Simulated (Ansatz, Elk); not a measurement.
# FeBiS4: X-ray structure factors from the self-consistent density, part 2 of 2

Structure refinements treat a crystal as free atoms side by side. For a made-up structure of FeBiS4 (cell and positions from a PBE relaxation) the runs below show what the calculated density changes in F(hkl).

Elk 11.2.3 (patched build); all-electron DFT.

So far: Set-up; Ground state and structure factors; The magnetisation density; The highest occupied states alone.

The structure was built from a prototype and need not be the compound's stable phase.

## (5) Another functional

Level of this step: DFT, PBEsol, all-electron APW+lo, Dirac cores, scalar-relativistic bands, static density, ferromagnetic start (Elk).

The difference from free atoms is small, so it is set against the change that PBEsol makes.

The input, elk.in:

```
tasks
  0
  195
  196

xctype
  22

spinpol
  .true.

rgkmax
  7.0

gmaxvr
  14.0

lmaxo
  7

lmaxapw
  8

swidth
  0.002

tshift
  .false.

ramdisk
  .false.

hmaxvr
  5.5

maxscl
  120

epspot
  1e-06

reducebf
  0.8

sppath
  './'

avec
  7.81199810012 -7.95065525153 0.00000000000
  7.81199810012 7.95065525153 0.00000000000
  0.00000000000 0.00000000000 7.19104113534

atoms
  3
  'Bi.in'
  1
  0.5000000000 0.5000000000 0.5000000000   0.000000 0.000000 0.000000
  'Fe.in'
  1
  -0.0000000000 -0.0000000000 0.0000000000   0.000000 0.000000 -0.090000
  'S.in'
  4
  0.1588875748 0.1588875748 0.5000000000   0.000000 0.000000 0.000000
  0.8411124252 0.8411124252 0.5000000000   0.000000 0.000000 0.000000
  0.2701201487 0.7298798513 0.0000000000   0.000000 0.000000 0.000000
  0.7298798513 0.2701201487 0.0000000000   0.000000 0.000000 0.000000

ngridk
  4 4 5
```

Run with:

```console
OMP_NUM_THREADS=4 elk
```

Numbers of over 12 decimals in the logs are rounded to 6 here.

The log of the run:

```text
┌─────────────────────────┐
│ Elk code version 11.2.3 │
└─────────────────────────┘

All units are atomic (Hartree, Bohr, etc.)

┌─────────────────────────────────────────────────┐
│ Ground-state run starting from atomic densities │
└─────────────────────────────────────────────────┘

Lattice vectors :
   7.811998100      -7.950655252       0.000000000
   7.811998100       7.950655252       0.000000000
   0.000000000       0.000000000       7.191041135

Reciprocal lattice vectors :
  0.4021496950     -0.3951363195       0.000000000
[...]
species : 2 (Fe)
[...]
species : 3 (S)
[...]
atom 3                    :   0.1087025218
   atom 4                    :   0.1087025218
 total in muffin-tins        :    2.310030098
 total moment                :    2.622327589

┌──────────────────────────────┐
│ Self-consistent loop stopped │
└──────────────────────────────┘

Warning : the lowest level lies among the core levels :   -3.075512007      -2.957524238

Warning : core states of species 1 leak from the muffin-tin :   0.6779324543E-03

Warning : core states of species 3 leak from the muffin-tin :   0.2173589281E-03

Wrote STATE.OUT
[key lines of the parts left out:]
total energy                :     -24441.739314985
```

Wall time 4.6 min (4 threads of Arm Neoverse V2, shared host); peak memory 0.58 GiB; 15 min of CPU time.

Against the first run R = 0.02 %; the largest change is -0.075 at 021. The moment goes from 2.59 to 2.62 μB.

## (6) Basis size

A smaller basis shows how fast F responds to it; the change is likely larger than the basis error of the first run, but doesn't show convergence.

elk.in, as its differences from that of step 5:

```diff
@@ -6,3 +6,3 @@
 xctype
-  22
+  20
 
@@ -12,3 +12,3 @@
 rgkmax
-  7.0
+  5.5
```

Run with:

```console
OMP_NUM_THREADS=4 elk
```

The log of the run:

```text
┌─────────────────────────┐
│ Elk code version 11.2.3 │
└─────────────────────────┘

All units are atomic (Hartree, Bohr, etc.)

┌─────────────────────────────────────────────────┐
│ Ground-state run starting from atomic densities │
└─────────────────────────────────────────────────┘

Lattice vectors :
   7.811998100      -7.950655252       0.000000000
   7.811998100       7.950655252       0.000000000
   0.000000000       0.000000000       7.191041135

Reciprocal lattice vectors :
  0.4021496950     -0.3951363195       0.000000000
[...]
species : 2 (Fe)
[...]
species : 3 (S)
[...]
atom 3                    :   0.1004975828
   atom 4                    :   0.1004975828
 total in muffin-tins        :    2.328554347
 total moment                :    2.646412266

┌──────────────────────────────┐
│ Self-consistent loop stopped │
└──────────────────────────────┘

Warning : the lowest level lies among the core levels :   -3.103724552      -2.967693294

Warning : core states of species 1 leak from the muffin-tin :   0.6723673107E-03

Warning : core states of species 3 leak from the muffin-tin :   0.2147819571E-03

Wrote STATE.OUT
[key lines of the parts left out:]
total energy                :     -24451.021926989
```

Run time: 4.2 min. Hardware: 4 threads; peak memory 0.59 GiB; 14 min of CPU time.

Against the first run R = 0.04 %; the largest change is +0.086 at 640. The moment goes from 2.59 to 2.65 μB.

## (7) With a Hubbard U

A Hubbard U is put on the d shell, to see how far it moves the factors.

elk.in, as its differences from that of step 6:

```diff
@@ -12,3 +12,3 @@
 rgkmax
-  5.5
+  7.0
 
@@ -69 +69,5 @@
   4 4 5
+
+dft+u
+  1 1
+  2 2 0.146997 0.000000
```

Run with:

```console
OMP_NUM_THREADS=4 elk
```

The log of the run:

```text
┌─────────────────────────┐
│ Elk code version 11.2.3 │
└─────────────────────────┘

All units are atomic (Hartree, Bohr, etc.)

┌─────────────────────────────────────────────────┐
│ Ground-state run starting from atomic densities │
└─────────────────────────────────────────────────┘

Lattice vectors :
   7.811998100      -7.950655252       0.000000000
   7.811998100       7.950655252       0.000000000
   0.000000000       0.000000000       7.191041135

Reciprocal lattice vectors :
  0.4021496950     -0.3951363195       0.000000000
[...]
species : 3 (S)
[...]
atom 3                    :  -0.4411364507E-01
   atom 4                    :  -0.4411364507E-01
 total in muffin-tins        :    2.449939688
 total moment                :    2.471964943

┌──────────────────────────────┐
│ Self-consistent loop stopped │
└──────────────────────────────┘

Warning : the lowest level lies among the core levels :   -3.100830725      -2.958271466

Warning : core states of species 1 leak from the muffin-tin :   0.6715164814E-03

Warning : core states of species 3 leak from the muffin-tin :   0.2163278836E-03

Warning : forces or DFT+U at lmaxo under 8 : 7

Wrote STATE.OUT
[key lines of the parts left out:]
total energy                :     -24451.022430357
```

Run time: 7.4 min. Hardware: 4 threads; peak memory 0.57 GiB.

Against the first run R = 0.07 %; the largest change is +0.166 at 080. The moment goes from 2.59 to 2.47 μB.

## (8) Settings against the effect

| run | R against the first run (%) | R against neutral atoms, low angle (%) | wall time |
| --- | --- | --- | --- |
| PBE, rgkmax 7 | 0.00 | 0.29 | 4.7 min |
| PBEsol | 0.02 | 0.28 | 4.6 min |
| rgkmax 5.5 | 0.04 | 0.30 | 4.2 min |
| PBE+U | 0.07 | 0.27 | 7.4 min |

## (9) Results

```json
{
 "R against neutral atoms, sin θ/λ < 0.3 Å⁻¹": "0.29 %",
 "R against neutral atoms, 0.3 to 0.58 Å⁻¹": "0.14 %"
}
```

**Reading.** Independent neutral atoms miss the calculated amplitudes by R = 0.29 % below 0.3 Å⁻¹ and 0.14 % from there to 0.58 Å⁻¹; by shells, 0.41 % below 0.15 Å⁻¹ (4 forms), 0.28 % 0.15 to 0.3 (23 forms), 0.16 % 0.3 to 0.45 (48 forms), 0.12 % above 0.45 (74 forms). Bonding, aspherical density and the tables' own atoms all enter these figures, and the runs don't part them. The largest change of an amplitude is -0.41 electrons, at 201. The relaxation gave a moment of 2.43 μB against 2.59 μB here, so the moment isn't settled. The magnetic order is that of the start. No other order was tried here, and an antiferromagnetic one would change or move the magnetic intensity. The window's part falls from 32.4 electrons at the origin to at most 1.39 between 0.45 and 0.58 Å⁻¹, where compact states inside the window still scatter. Below 0.3 Å⁻¹ the changes that finished (PBEsol, rgkmax 5.5 and PBE+U) move F by R = 0.05 % at most, against the 0.29 % that separates it from free atoms. A single amplitude moves by up to 0.17 electrons, against 0.41 for the largest difference from free atoms. The magnetic factors move by R = 1.6 % (PBEsol), 6.0 % (rgkmax 5.5) and 48.3 % (PBE+U), so they aren't settled to better than that. The k-mesh has no finished test. Spin-orbit coupling is left out, which can matter for elements this heavy. Part of the difference isn't bonding: the tables are fits to free atoms and ions calculated by other methods than this functional. Thermal motion, anomalous dispersion and extinction are left out.

[Logs are printed without paths, hosts, clocks, repeated set-up lines and the standing remarks that a program may print on its own settings, such as how far it seeks lower states.]

[Hosts, paths, dates, database ids (printed as entryN), source tags and the programs' standing remarks are cut or masked in the printed files.]
